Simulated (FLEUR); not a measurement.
**Collinear magnetic orders of Nickel with FLEUR**

Aim: find out whether Nickel carries moments, and which collinear order costs least.

Main program and level: FLEUR MaX-R8.1; PBEsol; all-electron FLAPW, Dirac cores, scalar-relativistic bands.

## (1) The starting structure

It takes space group Fm-3m (No. 225, cubic). The conventional cell has a = 3.524 Å, b = 3.524 Å, c = 3.524 Å, α = 90.00°, β = 90.00°, γ = 90.00°. Nearest to Ni lie 12 Ni at 2.49 Å.

As a file:

```xyz
1
Lattice="0.0000 1.7619 1.7619 1.7619 0.0000 1.7619 1.7619 1.7619 0.0000" Properties=species:S:1:pos:R:3 pbc="T T T"
Ni    0.0000    0.0000    0.0000
```

## (2) Start 1: ferro +

The parallel start comes first: it shows whether parallel moments hold.

inpgen writes inp.xml from crystal.txt; cutoffs, mixing, functional, smearing and local orbitals are then set in the file. The k list default-1 (kpts.xml, not shown) is a Γ-centred 18×18×18 mesh; where the ranks do not divide the number of points, some are split in two of half the weight.

Contents of inp.xml:

```
<?xml version="1.0" encoding="UTF-8" standalone="no"?>
<fleurInput fleurInputVersion="0.39">
   <comment>
      Ni
   </comment>
   <calculationSetup>
      <cutoffs Kmax="3.6" Gmax="10.8" GmaxXC="10.8" numbands="0"/>
      <scfLoop itmax="90" minDistance="0.00002" maxIterBroyd="15" imix="Anderson" alpha="0.05" precondParam="0.0" spinf="2.0" sdNocoIR="T"/>
      <coreElectrons ctail="T" frcor="F" kcrel="1" coretail_lmax="0"/>
      <xcFunctional name="PBEs" relativisticCorrections="F"/>
      <magnetism jspins="2"/>
      <soc l_soc="F" theta="0.0" phi="0.0" spav="F"/>
      <expertModes spex="0" secvar="F"/>
      <geometryOptimization l_f="F" forcealpha="1.0" forcemix="BFGS" epsdisp="0.00001" epsforce="0.00001"/>
      <ldaU l_linMix="F" mixParam="0.05" spinf="1.0"/>
   </calculationSetup>
   <cell>
      <bzIntegration valenceElectrons="18.0" mode="hist" fermiSmearingEnergy="0.00183747">
         <kPointListSelection listName="default-1"/>
         <xi:include xmlns:xi="http://www.w3.org/2001/XInclude" href="kpts.xml"> </xi:include>
      </bzIntegration>
      <xi:include xmlns:xi="http://www.w3.org/2001/XInclude" href="sym.xml"> </xi:include>
      <bulkLattice scale="1.0">
         <bravaisMatrix>
            <row-1>    0.0000000000000000     3.3295745993471009     3.3295745993471009</row-1>
            <row-2>    3.3295745993471009     0.0000000000000000     3.3295745993471009</row-2>
            <row-3>    3.3295745993471009     3.3295745993471009     0.0000000000000000</row-3>
         </bravaisMatrix>
      </bulkLattice>
   </cell>
   <atomSpecies>
      <species name="Nickel (Ni1.000" element="Ni" atomicNumber="28">
         <mtSphere radius="2.3" gridPoints="761" logIncrement="0.016"/>
         <atomicCutoffs lmax="8" lnonsphr="6"/>
         <electronConfig flipSpins="F">
            <coreConfig>(1s1/2) (2s1/2) (2p1/2) (2p3/2)</coreConfig>
            <valenceConfig>(3s1/2) (3p1/2) (3p3/2) (4s1/2) (3d3/2) (3d5/2)</valenceConfig>
            <stateOccupation state="(3d3/2)" spinUp="1.6" spinDown="1.6"/>
            <stateOccupation state="(3d5/2)" spinUp="2.9" spinDown="1.9"/>
         </electronConfig>
         <energyParameters s="4" p="4" d="3" f="4"/>
         <lo type="SCLO" l="0" n="3" eDeriv="0"/>
         <lo type="SCLO" l="1" n="3" eDeriv="0"/>
      </species>
   </atomSpecies>
   <atomGroups>
      <atomGroup species="Nickel (Ni1.000">
         <relPos label="                   1">.0000000000 .0000000000 .0000000000</relPos>
         <force calculate="T" relaxXYZ="TTT"/>
      </atomGroup>
   </atomGroups>
   <output dos="F" band="F" slice="F">
      <bandDOS minEnergy="-.5*Htr" maxEnergy="0.5*Htr" sigma="0.015" storeEVData="T"/>
      <plotting iplot="0" polar="F">
         <plot TwoD="T" vec1="  1.0  0.0  0.0" vec2="  0.0  1.0  0.0" vec3="  0.0  0.0  1.0" zero="  0.0  0.0  0.0" file="plot"/>
      </plotting>
      <moessbauerParams electricFieldGradient="F" isomerShift="T" coreHyperfine="T" valenceHyperfine="T"/>
   </output>
</fleurInput>
```

Contents of crystal.txt:

```
Ni
&input film=F cartesian=F /
0.00000000000  1.76193500000  1.76193500000
1.76193500000  0.00000000000  1.76193500000
1.76193500000  1.76193500000  0.00000000000
1.8897261246
1.0 1.0 1.0

1
28 0.00000000000  0.00000000000  0.00000000000 : 1.000

&kpt div1=18 div2=18 div3=18 gamma=T /
```

Run with:

```bash
$ OMP_NUM_THREADS=1 inpgen -f crystal.txt > inpgen.log  # inp.xml is then edited as shown
$ OMP_NUM_THREADS=1 mpirun -n 4 fleur_MPI > fleur.log
```

The program printed:

```text
Welcome to FLEUR        (www.flapw.de)
      MaX-Release 8.1          (www.max-centre.eu)

 ========== k-point set info ==========
 Selected k-point list: default-1
 k-point list type: mesh
 0 x 0 x 0
 Number of k points: 196

 ------------Calculation Setup---------------------------
 Number of MPI-tasks      :            4
 Number of PE/node        :            4
 Number of OMP-threads    :            1
 k-points in parallel     :            4
 pe's per k-point         :            1
 No of k-point loops      :           49
 Eigenvalue solver        :       lapack
 Number of basis functions:           70
 Approximate size of matrices (H+S) per k-point:         0.000 GB
 --------------------------------------------------------
 [... lines of the core solver left out ...]
 Iteration:     1   Distance:       9.10245972 me/bohr^3
 Iteration:     2   Distance:       8.78488449 me/bohr^3
 Iteration:     3   Distance:       2.73157375 me/bohr^3
 Iteration:     4   Distance:       1.98019880 me/bohr^3
 Iteration:     5   Distance:       3.71226360 me/bohr^3
 Iteration:     6   Distance:       1.01925018 me/bohr^3
 Iteration:     7   Distance:       0.92507046 me/bohr^3
 Iteration:     8   Distance:       0.15260239 me/bohr^3
 Iteration:     9   Distance:       0.04266669 me/bohr^3
 Iteration:    10   Distance:       0.02176990 me/bohr^3
 Iteration:    11   Distance:       0.00475314 me/bohr^3
 Iteration:    12   Distance:       0.00772885 me/bohr^3
 Iteration:    13   Distance:       0.00006369 me/bohr^3
 Iteration:    14   Distance:       0.00006529 me/bohr^3
 Iteration:    15   Distance:       0.00002822 me/bohr^3
 Iteration:    16   Distance:       0.00002703 me/bohr^3
 Iteration:    17   Distance:       0.00001463 me/bohr^3

 ********************************************************************
 Run finished successfully
 Stop message:
   all done
 ********************************************************************

--- out.xml (last complete iteration) ---
<iteration numberForCurrentRun="   17" overallNumber="   17">
         <energyParameters units="Htr">
            <atomicEP atomType="1" spin="1" branch="4s" branchLowest="-3.48" branchHighest="1.63" value="0.1725611720"/>
            <atomicEP atomType="1" spin="1" branch="4p" branchLowest="-2.02" branchHighest="2.22" value="0.3155549618"/>
            <atomicEP atomType="1" spin="1" branch="3d" branchLowest="-9.99" branchHighest="0.33" value="0.2340104583"/>
            <atomicEP atomType="1" spin="1" branch="4f" branchLowest="-9.99" branchHighest="3.59" value="0.6373976497"/>
            <loAtomicEP atomType="1" spin="1" branch="3s" branchLowest="-35.44" branchHighest="-3.48" value="-3.4849566907"/>
            <loAtomicEP atomType="1" spin="1" branch="3p" branchLowest="-30.42" branchHighest="-2.02" value="-2.0349806546"/>
            <atomicEP atomType="1" spin="2" branch="4s" branchLowest="-3.45" branchHighest="1.64" value="0.1675914612"/>
            <atomicEP atomType="1" spin="2" branch="4p" branchLowest="-1.99" branchHighest="2.24" value="0.3085694326"/>
            <atomicEP atomType="1" spin="2" branch="3d" branchLowest="-9.99" branchHighest="0.36" value="0.2555128703"/>
            <atomicEP atomType="1" spin="2" branch="4f" branchLowest="-9.99" branchHighest="3.61" value="0.6290804712"/>
            <loAtomicEP atomType="1" spin="2" branch="3s" branchLowest="-35.43" branchHighest="-3.45" value="-3.4550659012"/>
            <loAtomicEP atomType="1" spin="2" branch="3p" branchLowest="-30.41" branchHighest="-1.99" value="-2.0058980001"/>
         </energyParameters>
         <bandgap value="0.0052480916" units="eV"/>
         <sumValenceSingleParticleEnergies value="-16.7824224769" units="Htr"/>
         <FermiEnergy value="0.3125808730" units="Htr"/>
         <valenceDensity>
            <mtCharges spin="1">
               <mtCharge atomType="1" total="8.8966054" s="1.2225355" p="3.2002544" d="4.4546086" f="0.0143837"/>
            </mtCharges>
            <mtCharges spin="2">
               <mtCharge atomType="1" total="8.2510959" s="1.2270020" p="3.2198858" d="3.7843078" f="0.0151821"/>
            </mtCharges>
            <spinDependentCharge spin="1" total="9.3094033" interstitial="0.4127979" mtSpheres="8.8966054"/>
            <spinDependentCharge spin="2" total="8.6905967" interstitial="0.4395008" mtSpheres="8.2510959"/>
            <totalCharge value="18.0000000000"/>
         </valenceDensity>
         <allElectronCharges>
            <spinDependentCharge spin="1" total="14.3094049" interstitial="0.4127979" mtSpheres="13.8966070"/>
            <spinDependentCharge spin="2" total="13.6905951" interstitial="0.4395008" mtSpheres="13.2510943"/>
            <totalCharge value="28.0000000001"/>
         </allElectronCharges>
         <magneticMomentsInMTSpheres units="muBohr">
            <globalMagMoment atomType="1" vec="0.00000   0.00000   0.64551"/>
            <localMagMoment atomType="1" vec="0.00000   0.00000   0.64551"/>
         </magneticMomentsInMTSpheres>
         <moessbauerParams unitsHFF="kG" unitsIS="e/bohr^3" unitsEFG="Htr/bohr^2">
            <coreHyperfineField atomType="1" hffTotal="-211.33306" isTotal="19392.27801">
               <shell n="1" l="0" hff="-4.47451" isomerShift="17679.57138"/>
               <shell n="2" l="0" hff="-207.58857" isomerShift="1701.66867"/>
               <shell n="2" l="1" hff="0.73002" isomerShift="11.03796"/>
            </coreHyperfineField>
            <isomerShift atomType="1" nucleusRadius="0.0000918" averageDensity="19650.17580"/>
         </moessbauerParams>
         <totalEnergy value="    -1519.5538719926" units="Htr">
            <sumOfEigenvalues value="     -871.8436173925">
               <coreElectrons value="-855.0611949156"/>
               <valenceElectrons value="-16.7824224769"/>
            </sumOfEigenvalues>
            <densityCoulombPotentialIntegral value="-2333.7612900034"/>
            <densityEffectivePotentialIntegral value="-2415.3836616036"/>
            <chargeDenXCDenIntegral value="-62.2829692410"/>
            <FockExchangeEnergyValence value="0.0000000000"/>
            <FockExchangeEnergyCore value="0.0000000000"/>
            <atomTypeDependentContributions atomType="1">
               <electronNucleiInteractionDifferentMTs value="1824.2934661622"/>
               <MadelungTerm value="-9.6368357987"/>
            </atomTypeDependentContributions>
            <tkbTimesEntropy value="0.0005111131"/>
            <freeEnergy value="-1519.5543831057"/>
            <extrapolationTo0K value="-1519.5541275492"/>
         </totalEnergy>
         <densityConvergence units="me/bohr^3">
            <chargeDensity spin="1" distance="0.0000116595"/>
            <chargeDensity spin="2" distance="0.0000034092"/>
            <overallChargeDensity distance="0.0000090092"/>
            <spinDensity distance="0.0000146276"/>
         </densityConvergence>
      </iteration>
```

Wall time 13 s (4 MPI ranks of Arm Neoverse N1, shared host); peak memory 0.17 GiB; 50 s of CPU time.

Read from the output:

- free energy: -41349.1812 eV
- program's band gap on this mesh (in a metal only a level spacing): 0.005248 eV
- magnetization: 0.6188 μB
- final state: ferromagnetic
- largest moment: 0.6455 μB

After 17 cycles the largest moment stands at 0.646 μB.

## (3) Run 2 (antiferro q=(0,1/2,1/2) +-)

Reversing part of the moments tests the sign of the couplings between them.

This order needs a doubled cell of 2 atoms. The mesh is halved along the doubled vector, so that both cells sample the same points. The k list default-1 (kpts.xml, not shown) is a Γ-centred 18×9×18 mesh.

Changes to inp.xml since step 2:

```diff
@@ -17,3 +17,3 @@
    <cell>
-      <bzIntegration valenceElectrons="18.0" mode="hist" fermiSmearingEnergy="0.00183747">
+      <bzIntegration valenceElectrons="36.0" mode="hist" fermiSmearingEnergy="0.00183747">
          <kPointListSelection listName="default-1"/>
@@ -25,4 +25,4 @@
             <row-1>    0.0000000000000000     3.3295745993471009     3.3295745993471009</row-1>
-            <row-2>    3.3295745993471009     0.0000000000000000     3.3295745993471009</row-2>
-            <row-3>    3.3295745993471009     3.3295745993471009     0.0000000000000000</row-3>
+            <row-2>    6.6591491986942017     0.0000000000000000     6.6591491986942017</row-2>
+            <row-3>    6.6591491986942017     3.3295745993471009     3.3295745993471009</row-3>
          </bravaisMatrix>
@@ -44,2 +44,15 @@
       </species>
+      <species name="Nickel (Ni-1.000" element="Ni" atomicNumber="28">
+         <mtSphere radius="2.3" gridPoints="761" logIncrement="0.016"/>
+         <atomicCutoffs lmax="8" lnonsphr="6"/>
+         <electronConfig flipSpins="F">
+            <coreConfig>(1s1/2) (2s1/2) (2p1/2) (2p3/2)</coreConfig>
+            <valenceConfig>(3s1/2) (3p1/2) (3p3/2) (4s1/2) (3d3/2) (3d5/2)</valenceConfig>
+            <stateOccupation state="(3d3/2)" spinUp="1.6" spinDown="1.6"/>
+            <stateOccupation state="(3d5/2)" spinUp="1.9" spinDown="2.9"/>
+         </electronConfig>
+         <energyParameters s="4" p="4" d="3" f="4"/>
+         <lo type="SCLO" l="0" n="3" eDeriv="0"/>
+         <lo type="SCLO" l="1" n="3" eDeriv="0"/>
+      </species>
    </atomSpecies>
@@ -48,2 +61,6 @@
          <relPos label="                   1">.0000000000 .0000000000 .0000000000</relPos>
+         <force calculate="T" relaxXYZ="TTT"/>
+      </atomGroup>
+      <atomGroup species="Nickel (Ni-1.000">
+         <relPos label="                   2">.0000000000 1.000/2.000 .0000000000</relPos>
          <force calculate="T" relaxXYZ="TTT"/>
```

Contents of crystal.txt:

```
Ni
&input film=F cartesian=F /
0.00000000000  1.76193500000  1.76193500000
3.52387000000  0.00000000000  3.52387000000
3.52387000000  1.76193500000  1.76193500000
1.8897261246
1.0 1.0 1.0

2
28 0.00000000000  0.00000000000  0.00000000000 : 1.000
28 0.00000000000  0.50000000000  0.00000000000 : -1.000

&kpt div1=18 div2=9 div3=18 gamma=T /
```

The program printed:

```text
[banner, memory and clock lines left out]
Welcome to FLEUR        (www.flapw.de)
      MaX-Release 8.1          (www.max-centre.eu)

 ========== k-point set info ==========
 Selected k-point list: default-1
 k-point list type: mesh
 0 x 0 x 0
 Number of k points: 776

 ------------Calculation Setup---------------------------
 Number of PE/node        :            4
 Number of OMP-threads    :            1
 k-points in parallel     :            4
 pe's per k-point         :            1
 No of k-point loops      :          194
 Eigenvalue solver        :       lapack
 Number of basis functions:          140
 Approximate size of matrices (H+S) per k-point:         0.000 GB
 [... lines of the core solver left out ...]
 Iteration:     1   Distance:      19.52166181 me/bohr^3
 Iteration:     2   Distance:      18.95124577 me/bohr^3
 Iteration:     3   Distance:       6.46867808 me/bohr^3
 Iteration:     4   Distance:       4.38834858 me/bohr^3
 Iteration:     5   Distance:       3.51607695 me/bohr^3
 Iteration:     6   Distance:       1.54308493 me/bohr^3
 Iteration:     7   Distance:       1.64856325 me/bohr^3
 Iteration:     8   Distance:       1.33900936 me/bohr^3
 Iteration:     9   Distance:       1.09358030 me/bohr^3
 Iteration:    10   Distance:       0.87583446 me/bohr^3
[... 40 iterations left out ...]
 Iteration:    51   Distance:       0.00021655 me/bohr^3
 Iteration:    52   Distance:       0.00021561 me/bohr^3
 Iteration:    53   Distance:       0.00020519 me/bohr^3
 Iteration:    54   Distance:       0.00012314 me/bohr^3
 Iteration:    55   Distance:       0.00011773 me/bohr^3
 Iteration:    56   Distance:       0.00006366 me/bohr^3
 Iteration:    57   Distance:       0.00002329 me/bohr^3
 Iteration:    58   Distance:       0.00002253 me/bohr^3
 Iteration:    59   Distance:       0.00002073 me/bohr^3
 Iteration:    60   Distance:       0.00001539 me/bohr^3

 ********************************************************************
 Run finished successfully
 Stop message:
   all done
 ********************************************************************

--- out.xml (last complete iteration) ---
<iteration numberForCurrentRun="   60" overallNumber="   60">
         [... left out ...]
         <bandgap value="0.0000000153" units="eV"/>
         <sumValenceSingleParticleEnergies value="-33.5309869186" units="Htr"/>
         <FermiEnergy value="0.3056356052" units="Htr"/>
         <valenceDensity>
            <mtCharges spin="1">
               <mtCharge atomType="1" total="8.5751333" s="1.2229154" p="3.2077995" d="4.1247659" f="0.0148631"/>
               <mtCharge atomType="2" total="8.5751392" s="1.2229154" p="3.2077996" d="4.1247717" f="0.0148631"/>
            </mtCharges>
            <mtCharges spin="2">
               <mtCharge atomType="1" total="8.5751388" s="1.2229154" p="3.2077996" d="4.1247713" f="0.0148631"/>
               <mtCharge atomType="2" total="8.5751328" s="1.2229154" p="3.2077995" d="4.1247654" f="0.0148631"/>
            </mtCharges>
            <spinDependentCharge spin="1" total="18.0000004" interstitial="0.8497279" mtSpheres="17.1502725"/>
            <spinDependentCharge spin="2" total="17.9999996" interstitial="0.8497279" mtSpheres="17.1502716"/>
            <totalCharge value="36.0000000000"/>
         </valenceDensity>
         [... left out ...]
         <magneticMomentsInMTSpheres units="muBohr">
            <globalMagMoment atomType="1" vec="0.00000   0.00000  -0.00001"/>
            <localMagMoment atomType="1" vec="0.00000   0.00000  -0.00001"/>
            <globalMagMoment atomType="2" vec="0.00000   0.00000   0.00001"/>
            <localMagMoment atomType="2" vec="0.00000   0.00000   0.00001"/>
         </magneticMomentsInMTSpheres>
         [... left out ...]
         <totalEnergy value="    -3039.1029155698" units="Htr">
            <sumOfEigenvalues value="    -1743.6390919732">
               <coreElectrons value="-1710.1081050546"/>
               <valenceElectrons value="-33.5309869186"/>
            </sumOfEigenvalues>
            <densityCoulombPotentialIntegral value="-4667.4632883600"/>
            <densityEffectivePotentialIntegral value="-4830.6985207163"/>
            <chargeDenXCDenIntegral value="-124.5588198751"/>
            <FockExchangeEnergyValence value="0.0000000000"/>
            <FockExchangeEnergyCore value="0.0000000000"/>
         [... left out ...]
            <tkbTimesEntropy value="0.0020798213"/>
            <freeEnergy value="-3039.1049953911"/>
            <extrapolationTo0K value="-3039.1039554804"/>
         </totalEnergy>
         <densityConvergence units="me/bohr^3">
            <chargeDensity spin="1" distance="0.0000075053"/>
            <chargeDensity spin="2" distance="0.0000082554"/>
            <overallChargeDensity distance="0.0000035008"/>
            <spinDensity distance="0.0000153853"/>
         </densityConvergence>
      </iteration>
```

Wall time 8.6 min (4 MPI ranks); peak memory 0.31 GiB.

Read from the output:

```yaml
free_energy: -82698.2599 eV
program_s_band_gap_on_this_mesh_in_a_metal_only_a_level_spacing: 1.53e-8 eV
final_state: non-magnetic
```

It lies 51.3 meV a seeded atom over the first start.

(Part 1 of 2 ends here.)

[Logs and program files are shortened in this print: banners, set-up blocks, solver, clock and traceback lines can be left out without a mark of their own.]

[Logs are printed without paths, hosts, clocks, repeated set-up lines and the standing remarks that a program may print on its own settings, such as how far it seeks lower states.]

[Hosts, paths, dates, database ids (printed as entryN), source tags and the programs' standing remarks are cut or masked in the printed files.]

[Where a cell is said to come from a database of computed structures, the database is the Materials Project.]
